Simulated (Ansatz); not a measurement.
# How BAs (F-43m) expands on warming, part 2 of 2

Aim: the lattice, expansion, heat capacity and bulk modulus of BAs as it warms.

Experimental results on record:
- volume expansion coefficient 11.55 1e-6/K near room temperature (given in “Basic Physical Properties of Cubic Boron Arsenide (three times its linear coefficient)”, 2019, arxiv:1911.11281)
- volume expansion coefficient 10.8 1e-6/K near room temperature (given in “Thermal expansion coefficients of high thermal conducting BAs and BP materials (three times its linear coefficient)”, 2019, arxiv:1906.04101)

Ansatz 0.2.0; DFT PBE, scalar-relativistic, plane waves, PAW (the session's first sound run).

So far. Step 2 (Probe on a coarse mesh): The start is under 2.8 GPa at this level and looks like an insulator or semiconductor on this mesh. Step 4 (Relaxing to small residual forces and stress): The residual pressure is -5.1e-6 GPa, small enough for phonons.

### Step 5. A new level, relaxed again

The functional, the potentials or the cutoff change, so the crystal is relaxed again at the new setting.

This step: DFT PBE+D3(BJ), scalar-relativistic, plane waves, PAW (Ansatz 0.2.0).

The input, input.yaml:

```yaml
crystal:
  lattice:
    - [0.0, 2.4046502017, 2.4046502017]
    - [2.4046502017, 0.0, 2.4046502017]
    - [2.4046502017, 2.4046502017, 0.0]
  atoms:
    - { symbol: B, position: [0.0, 0.0, 0.0] }
    - { symbol: As, position: [0.25, 0.25, 0.25] }
kpoints:
  mp_grid: { grid: [12, 12, 12] }
hamiltonian:
  xc: pbe
  dispersion: d3bj
scf:
  occupations: { method: fixed }
output:
  forces: true
  stress: true
  eigenvalues: true
relax:
  adjacent_minimum: "off"
  f_tol: 0.001
  max_steps: 60
  cell: { stress_tol: 0.01 }
```

Launch:

```
> ansatz run input.yaml --threads 4 --pin off --max-ram 16384MiB --backend cpu --events-out ev --progress --plain --runs-dir out
```

Numbers of over 12 decimals in the logs are rounded to 6 here.

Log:

```text
[...]
Crystal: 2 atoms, lattice volume = 27.809 Å³
Basis set: ecut = 420 eV, 537 PW (Γ), exchange–correlation on 48×48×48 points (8 copies of the dense FFT grid, shifted against one another)
Bands: 13, of which v1, the nominal top of the filled ones, is band 9 counted from 1 (8 counted from 0)
Symmetry: 24 space group operations
[...]
k-points: 72 of 1728 (time reversal used)
[...]
SCF iter   1: F=—  HF=-5012.752078 eV  |F-HF|=—  |Δ(HF+E_count)|=         —  Δρ=7.29e-4  dr2=7.28e-5  ethr=1.77e-3  ⟨swp⟩=4.4  Hψ=4694  notcnv=0  defer=92
[...]
SCF iter   6: F=-5012.752107 eV  HF=-5012.752107 eV  |F-HF|=1.50e-8  |Δ(HF+E_count)|=   7.56e-9  Δρ=5.67e-6  dr2=1.12e-8  ethr=2.96e-10  ⟨swp⟩=5.5  Hψ=4347  notcnv=0
SCF 1 converged in 6 iterations: F = -5012.752107 eV  dr2 = 1.12e-8
[...]
relax step   1: F+E_penalty+E_count = -5012.75210728 eV  Δ(F+E_penalty+E_count) = +0.000e0 eV  max|allowed force component| = 2.778e-16 eV/Å  Δτ_max = 0.0000 Å  P = -3.712 GPa  Ω = 27.809 Å³  (6 SCF iters, dr2 threshold 1.00e-7 eV, accepted)
Crystal: 2 atoms, lattice volume = 27.238 Å³
Basis set: ecut = 420 eV, 531 PW (Γ), exchange–correlation on 48×48×48 points (8 copies of the dense FFT grid, shifted against one another)
[...]
SCF iter   5: F=-5012.760977 eV  HF=-5012.760976 eV  |F-HF|=1.06e-7  |Δ(HF+E_count)|=   3.42e-7  Δρ=2.54e-5  dr2=1.76e-7  ethr=1.11e-9  ⟨swp⟩=4.6  Hψ=5039  notcnv=0
SCF 2 converged in 5 iterations: F = -5012.760977 eV  dr2 = 1.76e-7
relax step   2: F+E_penalty+E_count = -5012.76097657 eV  Δ(F+E_penalty+E_count) = -8.869e-3 eV  max|allowed force component| = 7.228e-17 eV/Å  Δτ_max = 0.0000 Å  P = -1.019 GPa  Ω = 27.238 Å³  energy of the carried Pulay correction = +3.474e-4 eV  (5 SCF iters, dr2 threshold 2.00e-7 eV, accepted)
Crystal: 2 atoms, lattice volume = 27.028 Å³
[...]
SCF iter   5: F=-5012.761748 eV  HF=-5012.761748 eV  |F-HF|=1.61e-8  |Δ(HF+E_count)|=   5.73e-8  Δρ=1.22e-5  dr2=4.59e-8  ethr=1.11e-9  ⟨swp⟩=6.0  Hψ=4768  notcnv=0
SCF 3 converged in 5 iterations: F = -5012.761748 eV  dr2 = 4.59e-8
relax step   3: F+E_penalty+E_count = -5012.76174763 eV  Δ(F+E_penalty+E_count) = -7.711e-4 eV  max|allowed force component| = 6.896e-17 eV/Å  Δτ_max = 0.0000 Å  P = +0.047 GPa  Ω = 27.028 Å³  energy of the carried Pulay correction = +4.769e-4 eV  (5 SCF iters, dr2 threshold 2.00e-7 eV, accepted)
[...]
relax step   4: F+E_penalty+E_count = -5012.76174329 eV  Δ(F+E_penalty+E_count) = +4.341e-6 eV  max|allowed force component| = 7.633e-17 eV/Å  Δτ_max = 0.0000 Å  P = -0.000 GPa  Ω = 27.037 Å³  energy of the carried Pulay correction = +4.712e-4 eV  (3 SCF iters, dr2 threshold 5.47e-9 eV, accepted)
[...]
relax step   5: F+E_penalty+E_count = -5012.76129324 eV  Δ(F+E_penalty+E_count) = +4.500e-4 eV  max|allowed force component| = 7.344e-17 eV/Å  Δτ_max = 0.0000 Å  P = -0.018 GPa  Ω = 27.037 Å³  stress off target by 1.83e-2 GPa  SCF on the basis re-selected at this cell (its energy is not comparable with the rows above)  (6 SCF iters)
[...]
relax step   6: F+E_penalty+E_count = -5012.76129571 eV  Δ(F+E_penalty+E_count) = -2.465e-6 eV  max|allowed force component| = 5.016e-17 eV/Å  Δτ_max = 0.0000 Å  P = +0.000 GPa  Ω = 27.033 Å³  energy of the carried Pulay correction = +2.263e-6 eV  (4 SCF iters, dr2 threshold 8.35e-10 eV, accepted)
[...]
SCF iter   4: F=-5012.761296 eV  HF=-5012.761296 eV  |F-HF|=9.09e-13  |Δ(HF+E_count)|=  9.09e-13  Δρ=3.38e-8  dr2=2.41e-13  ethr=1.00e-12  ⟨swp⟩=4.8  Hψ=4920  notcnv=0
SCF 7 converged in 4 iterations: F = -5012.761296 eV  dr2 = 2.41e-13
relax step   7: F+E_penalty+E_count = -5012.76129571 eV  Δ(F+E_penalty+E_count) = -4.184e-11 eV  max|allowed force component| = 5.016e-17 eV/Å  Δτ_max = 0.0000 Å  P = -0.000 GPa  Ω = 27.033 Å³  stress off target by 6.68e-5 GPa  SCF on the basis re-selected at this cell (its energy is not comparable with the rows above)  (4 SCF iters)
[...]
SCF converged after 4 iterations
Free energy (F): -5012.761296 eV
[...]
Internal energy: -5012.761296 eV  (E = F + TS)
E sigma→0 (E₀):  -5012.761296 eV
Fermi energy:    11.254961 eV
[...]
--- Stress (GPa, compression-positive) ---
       -0.000067      -0.000000      -0.000000
       -0.000000      -0.000067       0.000000
       -0.000000       0.000000      -0.000067
  P = ⅓ Tr σ = -0.0001 GPa (-0.001 kbar)
--- Band table (eV; the first three rows and the last of 72) ---
  k-point 0: bands = [... 5 lower, -4.2222, 11.2550, 11.2550, 11.2550, 14.5462, 14.5462, 14.5462, 16.0312]
  k-point 1: bands = [... 5 lower, -4.1072, 10.2134, 11.0345, 11.0345, 14.7059, 14.8367, 14.8367, 16.6470]
  k-point 2: bands = [... 5 lower, -3.7658, 8.2859, 10.5684, 10.5684, 14.5935, 15.4408, 15.4408, 17.9745]
  k-point 71: bands = [... 5 lower, 0.1649, 3.1660, 5.7249, 6.0212, 16.5229, 17.2412, 18.0894, 18.3532]
--- Relaxed structure (5 steps of the walk, 5 accepted, 2 SCFs on fresh bases) ---
[...]
cell:  # Å, volume = 27.0334 Å³
    - [0, 2.382084, 2.382084]
    - [2.382084, 0, 2.382084]
    - [2.382084, 2.382084, 0]
  atoms:
    - { symbol: B, position: [0, 0, 0] }
    - { symbol: As, position: [0.25, 0.25, 0.25] }
```

The job ended after 4.2 s (4 threads of Arm Neoverse V2, shared host; peak memory 0.34 GiB; 15 s of CPU time).

Step by step:

| step | energy less that of the first step (eV) | largest force component (eV/Å) | pressure (GPa) | volume (Å³) |
| --- | --- | --- | --- | --- |
| 1 | 0.0000 | 0.0000 | -3.71 | 27.81 |
| 2 | -0.0089 | 0.0000 | -1.02 | 27.24 |
| 3 | -0.0096 | 0.0000 | 0.05 | 27.03 |
| 4 | -0.0096 | 0.0000 | 0.00 | 27.04 |
| 5* | -0.0092 | 0.0000 | -0.02 | 27.04 |
| 6 | -0.0092 | 0.0000 | 0.00 | 27.03 |
| 7* | -0.0092 | 0.0000 | 0.00 | 27.03 |

Relaxation steps marked * repeat the geometry before them on a plane-wave basis chosen anew for their cell, so energy and pressure can jump there.

Forces are held to the 24 operations that the run works with; a distortion that breaks them can't arise in this run.

| conventional cell, symmetrised | before | after | change |
| --- | --- | --- | --- |
| a (Å) | 4.809 | 4.764 | -0.9 % |
| b (Å) | 4.809 | 4.764 | -0.9 % |
| c (Å) | 4.809 | 4.764 | -0.9 % |
| volume (Å³/atom) | 13.90 | 13.52 | -2.8 % |

Final coordinates:

```
B As
1.0
     0.00000    2.38208    2.38208
     2.38208    0.00000    2.38208
     2.38208    2.38208    0.00000
B As
1 1
Cartesian
  0.0000 0.0000 0.0000
  1.1910 1.1910 1.1910
```

Numbers from this step:

```yaml
pressure: -6.68e-5 GPa
gap_on_the_k_mesh: 1.183 eV
volume_per_atom: 13.52 Å³
```

The residual pressure is -6.7e-5 GPa, small enough for phonons.

### Step 6. Phonons on strained cells

Thermal expansion follows from how the free energy of the vibrations (and of the electrons in a metal) changes with strain, so the program makes strained cells, their phonons and a fit in one run.

input.yaml, the sections that differ from step 5:

```yaml
crystal:
  lattice:
    - [0.0, 2.3820843381, 2.3820843381]
    - [2.3820843381, 0.0, 2.3820843381]
    - [2.3820843381, 2.3820843381, 0.0]
  atoms:
    - { symbol: B, position: [0.0, 0.0, 0.0] }
    - { symbol: As, position: [0.25, 0.25, 0.25] }
output:
  eigenvalues: true
phonons:
  method: dfpt
  qmesh: [4, 4, 4]
  temperatures: { t_max: 800.0, t_step: 50 }
  thermal_expansion: {}
# kpoints, hamiltonian, scf: as in step 5
# relax: removed
```

Log:

```text
Warning: phonons: the dynamical matrix that this run interpolates holds no multipole term above the dipole-dipole one, and a site of this crystal is no centre of inversion, so its interpolated transverse optical and acoustic branches and sound speeds can stay off near Gamma, and the density of states and the thermodynamics with them. What a run solves at a wave vector of phonons.qpoints, Gamma apart, where the deck admits one, is free of this, and under fd what a larger phonons.supercell samples
[...]
Crystal: 2 atoms, lattice volume = 27.033 Å³
Basis set: ecut = 487.2 eV, 645 PW (Γ), exchange–correlation on 50×50×50 points (8 copies of the dense FFT grid, shifted against one another)
Bands: 13, of which v1, the nominal top of the filled ones, is band 9 counted from 1 (8 counted from 0)
Symmetry: 24 space group operations
[...]
k-points: 72 of 1728 (time reversal used)
[...]
SCF iter   1: F=—  HF=-5012.763003 eV  |F-HF|=—  |Δ(HF+E_count)|=         —  Δρ=8.45e-4  dr2=1.19e-4  ethr=1.77e-3  ⟨swp⟩=4.8  Hψ=4774  notcnv=0  defer=121
[...]
SCF iter   9: F=-5012.763074 eV  HF=-5012.763074 eV  |F-HF|=1.82e-12  |Δ(HF+E_count)|=  2.91e-11  Δρ=5.09e-8  dr2=9.63e-13  ethr=1.00e-12  ⟨swp⟩=6.1  Hψ=4641  notcnv=0
SCF 1 converged in 9 iterations: F = -5012.763074 eV  dr2 = 9.63e-13
[...]
relax step   1: F+E_penalty+E_count = -5012.76307387 eV  Δ(F+E_penalty+E_count) = +0.000e0 eV  max|allowed force component| = 3.146e-16 eV/Å  Δτ_max = 0.0000 Å  (9 SCF iters, accepted)
SCF converged after 9 iterations
Free energy (F): -5012.763074 eV
[...]
Internal energy: -5012.763074 eV  (E = F + TS)
E sigma→0 (E₀):  -5012.763074 eV
Fermi energy:    11.254824 eV
[...]
--- Stress (GPa, compression-positive) ---
       -0.000599      -0.000000      -0.000000
       -0.000000      -0.000599       0.000000
       -0.000000       0.000000      -0.000599
  P = ⅓ Tr σ = -0.0006 GPa (-0.006 kbar)
--- Band table (eV; the first three rows and the last of 72) ---
  k-point 0: bands = [... 5 lower, -4.2223, 11.2548, 11.2548, 11.2548, 14.5460, 14.5460, 14.5460, 16.0313]
  k-point 1: bands = [... 5 lower, -4.1072, 10.2132, 11.0344, 11.0344, 14.7057, 14.8365, 14.8365, 16.6471]
  k-point 2: bands = [... 5 lower, -3.7658, 8.2858, 10.5682, 10.5682, 14.5933, 15.4406, 15.4406, 17.9745]
  k-point 71: bands = [... 5 lower, 0.1648, 3.1660, 5.7247, 6.0209, 16.5226, 17.2408, 18.0890, 18.3531]
── thermal expansion: 3 new cells, 3 in all ──
thermal expansion: variable-cell relaxation of cell 1
thermal expansion: relaxation of cell 1
thermal expansion: relaxation of cell 2
thermal expansion: relaxation of cell 3
── thermal expansion: 2 new cells, 5 in all ──
thermal expansion: relaxation of cell 4
thermal expansion: lower-state search of cell 4
thermal expansion: phonons of cell 4
thermal expansion: relaxation of cell 5
thermal expansion: phonons of cell 5
── thermal expansion: 5 new cells, 10 in all ──
thermal expansion: relaxation of cell 6
thermal expansion: relaxation of cell 7
thermal expansion: relaxation of cell 8
thermal expansion: relaxation of cell 9
thermal expansion: relaxation of cell 10
thermal expansion: phonons of cell 6
thermal expansion: phonons of cell 7
--- Relaxed structure (1 steps of the walk, 1 accepted, 0 SCFs on fresh bases) ---
  F+E_penalty+E_count = -5012.76307387 eV   max|allowed force component| = 3.146e-16 eV/Å
  atoms:
    - { symbol: B, position: [0.0, 0.0, 0.0] }
    - { symbol: As, position: [0.25, 0.25, 0.25] }
--- Thermal expansion: 10 cells in 3 rounds, 0 GPa ---
  no lower state was reached at cell 4
  without vibrations: a 3.36877, b 3.36877, c 3.36877 Å, V 27.0333 Å³, B 139.73 GPa
  at 0 K: a 3.37737, b 3.37737, c 3.37737 Å, V 27.2409 Å³, B 137.00 GPa
  zero-point expansion: a +0.255, b +0.255, c +0.255, V +0.768 %
      T/K        a/Å        b/Å        c/Å       V/Å³ | expansion of a, b, c, V (1e-6/K)   | that of V in the mean from 25 °C | C_P, C_V (J/mol K of the cell) | B_T, B_S (GPa)
     0.00    3.37737    3.37737    3.37737    27.2409 |    0.00    0.00    0.00    0.00 |    5.45 |     0.000     0.000 |   137.00   137.00
   100.00    3.37748    3.37748    3.37748    27.2434 |    0.97    0.97    0.97    2.91 |    7.72 |    12.912    12.910 |   136.89   136.91
   200.00    3.37808    3.37808    3.37808    27.2580 |    2.62    2.62    2.62    7.86 |   10.15 |    25.563    25.536 |   136.39   136.54
   298.15    3.37920    3.37920    3.37920    27.2852 |    4.07    4.07    4.07   12.20 |       - |    34.268    34.169 |   135.59   135.98
   350.00    3.37996    3.37996    3.37996    27.3037 |    4.63    4.63    4.63   13.88 |   13.08 |    37.454    37.305 |   135.09   135.63
   450.00    3.38167    3.38167    3.38167    27.3449 |    5.39    5.39    5.39   16.16 |   14.43 |    41.651    41.391 |   134.05   134.89
   550.00    3.38358    3.38358    3.38358    27.3913 |    5.88    5.88    5.88   17.63 |   15.45 |    44.238    43.864 |   132.96   134.09
   650.00    3.38562    3.38562    3.38562    27.4411 |    6.21    6.21    6.21   18.64 |   16.24 |    45.924    45.433 |   131.84   133.26
   750.00    3.38777    3.38777    3.38777    27.4934 |    6.46    6.46    6.46   19.38 |   16.89 |    47.086    46.477 |   130.70   132.41
   800.00    3.38888    3.38888    3.38888    27.5202 |    6.56    6.56    6.56   19.69 |   17.17 |    47.539    46.871 |   130.12   131.98
  the static fit leaves 0.000 meV an atom of the energies and, of the stresses, 0.000 GPa of each cell's largest along a strain (root mean squares over the cells), whose Pulay part it has at -0.019 GPa
  vibrations' free energy: its fit passes through its cells
  the electrons' free energy at temperature is not in it: every band gap is over 0.83 eV
  free energies summed between the sampled wave vectors
  estimated error of the fitted expansion in any direction: up to 0.030e-6/K, at 800 K, with few degrees of freedom (an estimate, not a bound: it was exceeded on models of known expansion)
  the energies and the vibrations are of d3bj (s6 = 1.0, s8 = 0.7875, a1 = 0.4289, a2_bohr = 4.4407) at the weights and the pressure of the crystal at rest
  by sums over the sampled wave vectors an expansion of the volume parts by up to 0.40e-6/K
  by a static energy of one degree less an expansion of the volume parts by up to 0.00e-6/K
  band gaps on the cells' k-points are 1.151 to 1.222 eV
```

Run time: 12 min. Hardware: 4 threads; peak memory 2 GiB.

Numbers from this step:

```yaml
pressure: -5.99e-4 GPa
volume_expansion_coefficient_at_298_k: 12.20 1e-6/K
c_p_at_298_k: 17.13 J/mol-atom/K
entropy_at_298_k: 15.79 J/mol-atom/K
isothermal_bulk_modulus_at_298_k: 135.6 GPa
grueneisen_parameter_at_298_k: 0.7957
volume_at_298_k: 13.64 Å³/atom
principal_linear_expansion_coefficients_at_298_k: 4.068, 4.068, 4.068 1e-6/K
```

Strained cells of the study; zero-point energy where phonons were solved; the pressures are stresses at a fixed cutoff and can carry an offset from the finite basis. Expansion cells, by row:

| cell | \|a\| (Å) | \|b\| (Å) | \|c\| (Å) | V (Å³/atom) | E - E_lowest (meV/atom) | pressure, compression positive (GPa) | gap (eV) | zero-point energy (meV/atom) |
| --- | --- | --- | --- | --- | --- | --- | --- | --- |
| 1 | 3.369 | 3.369 | 3.369 | 13.52 | 0 | -0.02 | 1.183 | - |
| 2 | 3.396 | 3.396 | 3.396 | 13.84 | 3.314 | -3.199 | 1.208 | - |
| 3 | 3.342 | 3.342 | 3.342 | 13.2 | 3.423 | 3.487 | 1.158 | - |
| 4 | 3.369 | 3.369 | 3.369 | 13.52 | 0 | -0.047 | 1.184 | 81.77 |
| 5 | 3.386 | 3.386 | 3.386 | 13.72 | 1.34 | -2.072 | 1.199 | 80.44 |
| 6 | 3.378 | 3.378 | 3.378 | 13.63 | 0.411 | -1.168 | 1.192 | 81.04 |
| 7 | 3.397 | 3.397 | 3.397 | 13.85 | 3.532 | -3.298 | 1.209 | 79.59 |
| 8 | 3.336 | 3.336 | 3.336 | 13.12 | 5.318 | 4.394 | 1.151 | - |
| 9 | 3.352 | 3.352 | 3.352 | 13.32 | 1.298 | 2.107 | 1.168 | - |
| 10 | 3.41 | 3.41 | 3.41 | 14.03 | 7.836 | -4.802 | 1.222 | - |

Quasi-harmonic; a, b, c are the run's own cell vectors. Expansion, by row:

| T (K) | a (Å) | b (Å) | c (Å) | alpha (deg) | beta (deg) | gamma (deg) | cell volume (Å³/cell) | alpha_a (1e-6/K) | alpha_b (1e-6/K) | alpha_c (1e-6/K) | alpha_V (1e-6/K) | C_P (J/mol-atom/K) | C_V (J/mol-atom/K) | S (J/mol-atom/K) | B_T (GPa) | B_S (GPa) | Grueneisen | extrapolation | fit error (1e-6/K) |
| --- | --- | --- | --- | --- | --- | --- | --- | --- | --- | --- | --- | --- | --- | --- | --- | --- | --- | --- | --- |
| 0 | 3.377 | 3.377 | 3.377 | 60 | 60 | 60 | 27.24 | 0 | 0 | 0 | 0 | 0 | 0 | 0 | 137 | 137 | - | 0 | 0 |
| 50 | 3.377 | 3.377 | 3.377 | 60 | 60 | 60 | 27.24 | 0.21 | 0.21 | 0.21 | 0.63 | 1.756 | 1.756 | 0.55 | 137 | 137 | 0.403 | 0 | 0 |
| 100 | 3.377 | 3.377 | 3.377 | 60 | 60 | 60 | 27.24 | 0.97 | 0.97 | 0.97 | 2.91 | 6.456 | 6.455 | 3.265 | 136.9 | 136.9 | 0.507 | 0 | 0 |
| 150 | 3.378 | 3.378 | 3.378 | 60 | 60 | 60 | 27.25 | 1.77 | 1.77 | 1.77 | 5.3 | 9.891 | 9.887 | 6.562 | 136.7 | 136.8 | 0.602 | 0 | 0 |
| 200 | 3.378 | 3.378 | 3.378 | 60 | 60 | 60 | 27.26 | 2.62 | 2.62 | 2.62 | 7.86 | 12.78 | 12.77 | 9.813 | 136.4 | 136.5 | 0.689 | 0 | 0.01 |
| 250 | 3.379 | 3.379 | 3.379 | 60 | 60 | 60 | 27.27 | 3.42 | 3.42 | 3.42 | 10.26 | 15.23 | 15.2 | 12.94 | 136 | 136.3 | 0.754 | 0 | 0.01 |
| 298.1 | 3.379 | 3.379 | 3.379 | 60 | 60 | 60 | 27.29 | 4.07 | 4.07 | 4.07 | 12.2 | 17.13 | 17.08 | 15.79 | 135.6 | 136 | 0.796 | 0 | 0.01 |
| 300 | 3.379 | 3.379 | 3.379 | 60 | 60 | 60 | 27.29 | 4.09 | 4.09 | 4.09 | 12.27 | 17.2 | 17.15 | 15.89 | 135.6 | 136 | 0.797 | 0 | 0.01 |
| 350 | 3.38 | 3.38 | 3.38 | 60 | 60 | 60 | 27.3 | 4.63 | 4.63 | 4.63 | 13.88 | 18.73 | 18.65 | 18.67 | 135.1 | 135.6 | 0.826 | 0 | 0.01 |
| 400 | 3.381 | 3.381 | 3.381 | 60 | 60 | 60 | 27.32 | 5.05 | 5.05 | 5.05 | 15.15 | 19.91 | 19.81 | 21.25 | 134.6 | 135.3 | 0.847 | 0 | 0.01 |
| 450 | 3.382 | 3.382 | 3.382 | 60 | 60 | 60 | 27.34 | 5.39 | 5.39 | 5.39 | 16.16 | 20.82 | 20.7 | 23.65 | 134.1 | 134.9 | 0.862 | 0 | 0.01 |
| 500 | 3.383 | 3.383 | 3.383 | 60 | 60 | 60 | 27.37 | 5.66 | 5.66 | 5.66 | 16.97 | 21.55 | 21.39 | 25.88 | 133.5 | 134.5 | 0.873 | 0 | 0.01 |
| 550 | 3.384 | 3.384 | 3.384 | 60 | 60 | 60 | 27.39 | 5.88 | 5.88 | 5.88 | 17.63 | 22.12 | 21.93 | 27.96 | 133 | 134.1 | 0.881 | 0 | 0.01 |
| 600 | 3.385 | 3.385 | 3.385 | 60 | 60 | 60 | 27.42 | 6.06 | 6.06 | 6.06 | 18.17 | 22.58 | 22.37 | 29.91 | 132.4 | 133.7 | 0.888 | 0 | 0.01 |
| 650 | 3.386 | 3.386 | 3.386 | 60 | 60 | 60 | 27.44 | 6.21 | 6.21 | 6.21 | 18.64 | 22.96 | 22.72 | 31.73 | 131.8 | 133.3 | 0.894 | 0 | 0.01 |
| 700 | 3.387 | 3.387 | 3.387 | 60 | 60 | 60 | 27.47 | 6.34 | 6.34 | 6.34 | 19.03 | 23.28 | 23 | 33.44 | 131.3 | 132.8 | 0.898 | 0 | 0.01 |
| 750 | 3.388 | 3.388 | 3.388 | 60 | 60 | 60 | 27.49 | 6.46 | 6.46 | 6.46 | 19.38 | 23.54 | 23.24 | 35.06 | 130.7 | 132.4 | 0.902 | 0 | 0.02 |
| 800 | 3.389 | 3.389 | 3.389 | 60 | 60 | 60 | 27.52 | 6.56 | 6.56 | 6.56 | 19.69 | 23.77 | 23.43 | 36.59 | 130.1 | 132 | 0.906 | 0 | 0.03 |

Table of expansion coefficient by temperature; values in 1e-6/K:

| temperature (K) | volume | principal 1 |
| --- | --- | --- |
| 0 | 0 | 0 |
| 50 | 0.63 | 0.21 |
| 100 | 2.91 | 0.97 |
| 150 | 5.3 | 1.77 |
| 200 | 7.86 | 2.62 |
| 250 | 10.3 | 3.42 |
| 298 | 12.2 | 4.07 |
| 300 | 12.3 | 4.09 |
| 350 | 13.9 | 4.63 |
| 400 | 15.2 | 5.05 |
| 450 | 16.2 | 5.39 |
| 500 | 17.0 | 5.66 |
| 550 | 17.6 | 5.88 |
| 600 | 18.2 | 6.06 |
| 650 | 18.6 | 6.21 |
| 700 | 19.0 | 6.34 |
| 750 | 19.4 | 6.46 |
| 800 | 19.7 | 6.56 |

At 298 K the volume expansion is 12.2 × 10⁻⁶/K and B_T is 136 GPa. The program raised the cutoff to 487.2 eV by itself: with no cutoff typed, the study takes about 1.16 times the default for its relaxations and scales it with the volume for the phonons.

### Step 7. Summary of results

```json
{
  "settings of these figures": "PBE+D3(BJ), 487.2 eV, k 12×12×12, q 4×4×4",
  "volume expansion coefficient at 298 K": "12.20 1e-6/K",
  "C_P at 298 K": "17.13 J/mol-atom/K",
  "entropy at 298 K": "15.79 J/mol-atom/K",
  "isothermal bulk modulus at 298 K": "135.6 GPa",
  "Grüneisen parameter at 298 K": "0.7957",
  "volume at 298 K": "13.64 Å³/atom",
  "principal linear expansion coefficients at 298 K": "4.068, 4.068, 4.068 1e-6/K"
}
```

Near room temperature BAs expands by 12.2 × 10⁻⁶/K in volume by PBE+D3(BJ), with C_P = 17.1 J/(mol K) per mole of atoms and B_T = 136 GPa. C_P at room temperature is 69 % of the classical 3R an atom, so the stiffest modes are still partly frozen out. A measured volume expansion coefficient near room temperature is 11.55 1e-6/K (arxiv:1911.11281); the calculated 12.2 1e-6/K differs by +6 %. The interpolation has no quadrupole term, so branches near the zone centre are less sure, since this crystal has sites that are not centres of inversion. The dispersion term is taken with its C6 weights frozen at the crystal at rest, in the force constants and, in the expansion study, in the energies too.

[Logs are printed without paths, hosts, clocks, repeated set-up lines and the standing remarks that a program may print on its own settings, such as how far it seeks lower states.]

[Hosts, paths, dates, database ids (printed as entryN), source tags and the programs' standing remarks are cut or masked in the printed files.]

[A step with changed settings may run another functional than the one named; its input shows which.]
